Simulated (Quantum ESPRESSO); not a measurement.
# MnO: energy over the lowest, antiferro q=(0,0,1/2) +- against volume, fitted and tested on a withheld row

System: MnO, 1 Mn and 1 O in the cell, space group Fm-3m. From the study “MnO: magnetism against volume”.

Method: PBE with U = 4 eV on Mn d; plane waves with GBRV 1.5 PBE potentials (Quantum ESPRESSO 7.5). Settings shared by all rows: cutoff 544.23 eV, fermi-dirac occupations, smearing width 0.05 eV.

The table, with one value held back:

```tsv
volume (factor)	energy over the lowest, antiferro q=(0,0,1/2) +- (meV an atom)
0.88	177.6
0.91	113.2
0.94	65.8
0.97	32.6
1	11.6
1.03	1.3
1.06	0.0
1.09	6.5
1.12	?
```

**Question.** What energy over the lowest, antiferro q=(0,0,1/2) +- should the row at volume = 1.12 factor hold? Fit a suitable law to the other rows.

**Law.** Energy against volume follows the Birch–Murnaghan form, which is a polynomial in the Eulerian strain: third order, a cubic in t = (V/1)^(−2/3) − 1. In symbols, E = c0 + c1 t + c2 t² + c3 t³, with energy over the lowest, antiferro q=(0,0,1/2) +- in meV an atom.

**Fit.** Least squares on 8 rows gives c0 = 11.655, c1 = 768.253, c2 = 12192.2 and c3 = 1552.69.

```tsv
volume (factor)	t	computed	fit	computed − fit
0.88	0.088959	177.6	177.58	0.02
0.91	0.064892	113.2	113.27	-0.07
0.94	0.042113	65.8	65.75	0.05
0.97	0.020514	32.6	32.56	0.04
1	0	11.6	11.65	-0.05
1.03	-0.019513	1.3	1.29	0.01
1.06	-0.038101	0.0	0.00	0.00
1.09	-0.055833	6.5	6.50	0.00
```

The slope vanishes at t = -0.0317, so the minimum lies at V = 1 × (1 + t)^(−3/2) = 1.05. That is the minimum of this magnetic state alone.

**Prediction.** At volume = 1.12 factor, t = -0.072769, so the law predicts 19.71 meV an atom. The computed value is 19.5 meV an atom, 0.21 below the prediction. The row lies beyond the fitted rows, so this is an extrapolation. The miss is 5.2 times the rms residual of the fit, 0.04.

[Logs and program files are shortened in this print: banners, set-up blocks, solver, clock and traceback lines can be left out without a mark of their own.]

[Logs are printed without paths, hosts, clocks, repeated set-up lines and the standing remarks that a program may print on its own settings, such as how far it seeks lower states.]

[Hosts, paths, dates, database ids (printed as entryN), source tags and the programs' standing remarks are cut or masked in the printed files.]

[Where a cell is said to come from a database of computed structures, the database is the Materials Project.]
